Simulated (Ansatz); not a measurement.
# Mg3GePbN4: complex band structure, part 2 of 2

A new crystal, Mg3GePbN4: structure, gap and complex bands. It is built by putting Pb for Sr in the SrMg3GeN4 structure of space group Cm, with the volume rescaled by atomic radii. The parent structure comes from the Materials Project.

Ansatz 0.2.0; r2SCAN DFT, plane waves, PAW files (the session's first sound run).

So far, gap on path (eV): step 3 (band edges) 2.12.

The structure was built from a prototype and need not be the compound's stable phase.

## (5) Decaying states in the gap, plane (001), k-mesh 8×8×8 (continued)

K parallel (-0.1979, -0.099); values up to 1.5 1/Å, a degenerate pair printed once or twice; energies at which all values exceed this have no row. Table of Im kz of the slowest decaying states by energy, zero at the highest filled level on the SCF mesh:

| energy (eV) | decay 1 (Å⁻¹) | decay 2 (Å⁻¹) | decay 3 (Å⁻¹) | decay 4 (Å⁻¹) |
| --- | --- | --- | --- | --- |
| -1.00 | 0.159 | 0.159 | 0.313 | 0.950 |
| -0.80 | 0.207 | 0.244 | 0.315 | 0.861 |
| -0.70 | 0.0855 | 0.298 | 0.298 | 0.358 |
| -0.50 | 0.207 | 0.294 | 0.314 | 0.626 |
| -0.30 | 0.139 | 0.155 | 0.265 | 0.362 |
| -0.20 | 0.211 | 0.289 | 0.375 | 0.667 |
| 0.00 | 0.292 | 0.369 | 0.396 | 0.682 |
| 0.10 | 0.164 | 0.307 | 0.404 | 0.426 |
| 0.30 | 0.287 | 0.313 | 0.415 | 0.539 |
| 0.50 | 0.338 | 0.338 | 0.421 | 0.655 |
| 0.60 | 0.354 | 0.354 | 0.423 | 0.688 |
| 0.80 | 0.380 | 0.380 | 0.423 | 0.679 |
| 1.00 | 0.401 | 0.401 | 0.420 | 0.668 |
| 1.10 | 0.411 | 0.411 | 0.417 | 0.662 |
| 1.30 | 0.407 | 0.428 | 0.428 | 0.652 |
| 1.50 | 0.394 | 0.444 | 0.644 | 0.644 |
| 1.60 | 0.386 | 0.451 | 0.451 | 0.640 |
| 1.80 | 0.367 | 0.441 | 0.485 | 0.633 |
| 2.00 | 0.342 | 0.429 | 0.519 | 0.625 |
| 2.10 | 0.327 | 0.424 | 0.533 | 0.622 |
| 2.30 | 0.290 | 0.414 | 0.560 | 0.614 |
| 2.40 | 0.267 | 0.409 | 0.573 | 0.609 |
| 2.60 | 0.205 | 0.395 | 0.598 | 0.598 |
| 2.80 | 0.0821 | 0.378 | 0.585 | 0.585 |
| 2.90 | 0.367 | 0.577 | 0.577 | 0.636 |
| 3.10 | 0.337 | 0.558 | 0.559 | 0.660 |

At the listed wavevectors the last open channel is at +0.00 eV and the next at +2.20 eV on the grid. At +1.10 eV, the grid energy nearest the filling level (the middle of the gap on the SCF mesh), the slowest state at the listed wavevectors decays with κ = 0.299 Å⁻¹, its amplitude falling by e over 3.3 Å; the first such run, plane (100), gave 0.250 Å⁻¹.

## (6) Band edges at another level, cutoff 1252 eV

This step: r2SCAN DFT, plane waves, norm-conserving files (Ansatz 0.2.0).

The edges again with norm-conserving files, at the same atoms. Against that run the cutoff is 1252 eV against 500.

input.yaml

```yaml
crystal:
  lattice:
    - [5.9574139646, -1.6772258934, 0.0012800313]
    - [5.9574139646, 1.6772258934, 0.0012800313]
    - [-5.9353239694, 0.0, 6.005634777]
  atoms:
    - { symbol: Pb, position: [0.9730145331, 0.9730145331, 0.0052705834] }
    - { symbol: Mg, position: [0.63336285, 0.63336285, 0.446354666] }
    - { symbol: Mg, position: [0.7981674492, 0.7981674492, 0.1609222259] }
    - { symbol: Mg, position: [0.1755049292, 0.1755049292, 0.80034161] }
    - { symbol: Ge, position: [0.3764793348, 0.3764793348, 0.5778523528] }
    - { symbol: "N", position: [0.255587286, 0.255587286, 0.6478395627] }
    - { symbol: "N", position: [0.7992907766, 0.7992907766, 0.4075553449] }
    - { symbol: "N", position: [0.5878769067, 0.5878769067, 0.8092349956] }
    - { symbol: "N", position: [0.4007164344, 0.4007164344, 0.1446296586] }
kpoints:
  mp_grid: { grid: [8, 8, 4] }
  band_path: { path: [VBM, CBM], npoints: 30 }
scf:
  occupations: { method: fixed }
hamiltonian:
  xc: r2scan
  pseudopotentials: { kind: nc }
output:
  eigenvalues: true
```

Command:

```console
$ ansatz run input.yaml --threads 2 --pin off --max-ram 4096MiB --backend cpu --events-out ev --progress --plain --runs-dir out
```

It took 12 min on 2 threads of Arm Neoverse V2, shared host; peak memory 1.5 GiB; 24 min of CPU time.

Numbers from this step:

| Item | Value |
| --- | --- |
| free energy | -10781.3589 eV |
| Fermi energy | 8.901 eV |
| gap on the k-mesh | 2.154 eV |
| gap on path | 2.135 eV, by band count; negative where bands overlap |
| direct gap on path | 2.491 eV |

Electronic bands along the path, in eV, zero at the Fermi level (highest filled level under fixed occupations); v1 is the highest filled band, c1 the lowest empty one:

| point | v4 | v3 | v2 | v1 | c1 | c2 | c3 | c4 |
| --- | --- | --- | --- | --- | --- | --- | --- | --- |
| VBM | -0.86 | -0.73 | -0.38 | 0.02 | 3.37 | 3.71 | 4.56 | 5.53 |
| halfway | -1.10 | -0.65 | -0.60 | -0.29 | 2.72 | 3.75 | 4.23 | 5.10 |
| CBM | -0.98 | -0.78 | -0.37 | -0.34 | 2.15 | 3.25 | 4.08 | 4.37 |

The searched edges give 2.14 eV, against 2.15 eV on the mesh.

## (7) Complex bands at another level

This step: r2SCAN DFT, plane waves, norm-conserving files; complex bands by layer matching along the plane's normal (Ansatz 0.2.0).

The complex bands at that level, over its own gap, at (0, 0) and (0, -0.1979).

input.yaml

```yaml
crystal:
  lattice:
    - [8.443679275, 0.0, 0.0]
    - [0.0, 3.354451787, 0.0]
    - [-4.18674056, 1.677225893, 4.238158358]
  atoms:
    - { symbol: Pb, position: [0.0052705834, 0.0269854669, 0.9460290662] }
    - { symbol: Mg, position: [0.446354666, 0.36663715, 0.2667257] }
    - { symbol: Mg, position: [0.1609222259, 0.2018325508, 0.5963348984] }
    - { symbol: Mg, position: [0.80034161, 0.8244950708, 0.3510098584] }
    - { symbol: Ge, position: [0.5778523528, 0.6235206652, 0.7529586696] }
    - { symbol: "N", position: [0.6478395627, 0.744412714, 0.511174572] }
    - { symbol: "N", position: [0.4075553449, 0.2007092234, 0.5985815532] }
    - { symbol: "N", position: [0.8092349956, 0.4121230933, 0.1757538134] }
    - { symbol: "N", position: [0.1446296586, 0.5992835656, 0.8014328688] }
kpoints:
  mp_grid: { grid: [4, 8, 8] }
scf:
  occupations: { method: fixed }
hamiltonian:
  xc: r2scan
  pseudopotentials: { kind: nc }
output:
  eigenvalues: true
  transmission:
    leads: [[0, 0]]
    kpoints: [[0.0, 0.0], [0.0, -0.1979]]
    e_range: [-1.0, 3.14]
    de: 0.1
```

It took 0.52 s on 2 threads; peak memory 0.21 GiB.

The program refused the input before any cycle.

The program's message: “Error: memory limit exceeded: the `transmission` phase of `transmission` needs 4.53 GiB against the run's memory maximum of 4.00 GiB; largest carriers: transmission 4.14 GiB, unmodelled-tail allowance …”

## (8) Outcome

- band gap: 2.12 eV
- least decay constant at mid-gap, normal to (100): 0.250 Å⁻¹
- least decay constant at mid-gap, normal to (001): 0.299 Å⁻¹

With r2SCAN, the slowest decay at the wavevectors tried is κ = 0.250 Å⁻¹, normal to (100). Through such a film the transmission near mid-gap falls as exp(−2κd), a factor of ten every 4.6 Å. The decay depends on direction: 1.2 times faster normal to (001). A free electron under a barrier of half the gap would need a mass of 0.23 mₑ to decay at this rate. The compound is made up by substitution; its stability against other phases and against distortions of the cell's symmetry was not tested. r2SCAN still narrows gaps, if less than LDA and GGA do, while spin-orbit coupling, left out here, narrows them in compounds of heavy elements, so the error in κ can go either way.

[Logs are printed without paths, hosts, clocks, repeated set-up lines and the standing remarks that a program may print on its own settings, such as how far it seeks lower states.]

[Hosts, paths, dates, database ids (printed as entryN), source tags and the programs' standing remarks are cut or masked in the printed files.]
